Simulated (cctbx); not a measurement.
**Accept or mend?**

Cell a = 8.4970 Å, b = 5.2410 Å, c = 10.3960 Å, α = 90.00°, β = 90.00°, γ = 90.00°; space group Pnma (no. 62). The compound is LaCu5Ag.

The data are simulated with cctbx, not measured: Ag Kα, λ = 0.56087 Å, to d = 0.84 Å, 70 % of the full sphere, strongest reflection 20000 counts, noise from counting, a 6 % proportional error and a noise floor of 15 counts (s.d.); no absorption, and some extinction, which the refinements don't model.

An anisotropic refinement with weights 1/σ² prints:

```text
Rint 0.054, 455 unique reflections to 0.84 A
cycle     R1     wR2    GooF  max shift (A)
   1  0.3588  0.6739  14.204   0.03714
   3  0.3472  0.6191  13.049   0.00022
final R1 0.3472 wR2 0.6191 GooF 13.049  parameters 33  data/parameter 13.8
atom        x        y        z      Ueq    occ   su(xyz)  su(Uiso or U11)
La1    0.73687  0.75000  0.56329  -0.0122  1.000  0.00100  0.0043  NPD
Ag1    0.86299  0.75000  0.85754  -0.0136  1.000  0.00118  0.0048  NPD
Cu1    0.44316  0.75000  0.39329  -0.0072  1.000  0.00259  0.0114  NPD
Cu2    0.08796  0.75000  0.48580  -0.0053  1.000  0.00269  0.0118  NPD
Cu3    0.44618  0.49874  0.18909  -0.0040  1.000  0.00226  0.0081  NPD
difference map: max 108.20 min -30.73 rms 7.77
Q1    0.1818  0.7500  0.2526    4  116.08  2.47 A from Cu3
Q2    0.2253  0.7500  0.9344    4   74.23  0.10 A from La1
Q3    0.1353  0.2500  0.1362    4   55.14  0.07 A from Ag1
Q4    0.0644  0.2500  0.8910    4   42.38  0.07 A from Cu1
Q5    0.0675  0.0040  0.6974    8   42.27  0.15 A from Cu3
Q6    0.0858  0.7500  0.4982    4   32.58  0.13 A from Cu2
```

**Question.** Can this result stand? If not, what is the likely fault?

Mend it. The fault: an atom left out, Cu at (0.1823, 3/4, 0.2521). Against the right model at the same level, R1 goes from 0.0202 to 0.3472 and GooF from 0.94 to 13.05, U of La1 shrinks from 0.0051 to -0.0122 Å², U of Ag1 shrinks from 0.0045 to -0.0136 Å², the top difference peak, 116.1 e/Å³, lies 2.47 Å from Cu3 and La1, Ag1, Cu1, Cu2 and Cu3 go non-positive-definite. Q1 is the missing atom. With scattering power missing, scale and phases suffer, so peaks may also grow on the heavy atoms.

The compound is LaCu5Ag. The right model at the same level gives:

```text
Rint 0.054, 455 unique reflections to 0.84 A
cycle     R1     wR2    GooF  max shift (A)
   1  0.0311  0.0701   1.489   0.00193
   2  0.0202  0.0445   0.944   0.00000
final R1 0.0202 wR2 0.0445 GooF 0.944  parameters 39  data/parameter 11.7
atom        x        y        z      Ueq    occ   su(xyz)  su(Uiso or U11)
La1    0.73618  0.75000  0.56472   0.0051  1.000  0.00006  0.0003
Ag1    0.86358  0.75000  0.85766   0.0045  1.000  0.00008  0.0003
Cu1    0.44245  0.75000  0.39123   0.0091  1.000  0.00014  0.0006
Cu2    0.18245  0.75000  0.25225   0.0046  1.000  0.00013  0.0006
Cu3    0.08468  0.75000  0.48620   0.0068  1.000  0.00012  0.0005
Cu4    0.44233  0.50051  0.19069   0.0074  1.000  0.00013  0.0004
difference map: max 1.59 min -1.65 rms 0.36
Q1    0.0811  0.7500  0.5955    4    1.68  1.14 A from Cu3
Q2    0.1364  0.7500  0.9650    4    1.34  0.90 A from La1
Q3    0.1091  0.5264  0.6258    8    1.10  0.82 A from Cu4
Q4    0.2090  0.9833  0.8095    8    1.10  1.78 A from Cu2
Q5    0.1898  0.0287  0.6384    8    1.10  1.26 A from Cu4
Q6    0.0980  0.7500  0.2320    4    1.04  0.75 A from Cu2
```

The model was made for the exercise: a known structure type with other elements put in, its volume estimated, not relaxed; displacement parameters are assumed.

[Middle refinement cycles are left out of these outputs.]

[Logs are printed without paths, hosts, clocks, repeated set-up lines and the standing remarks that a program may print on its own settings, such as how far it seeks lower states.]
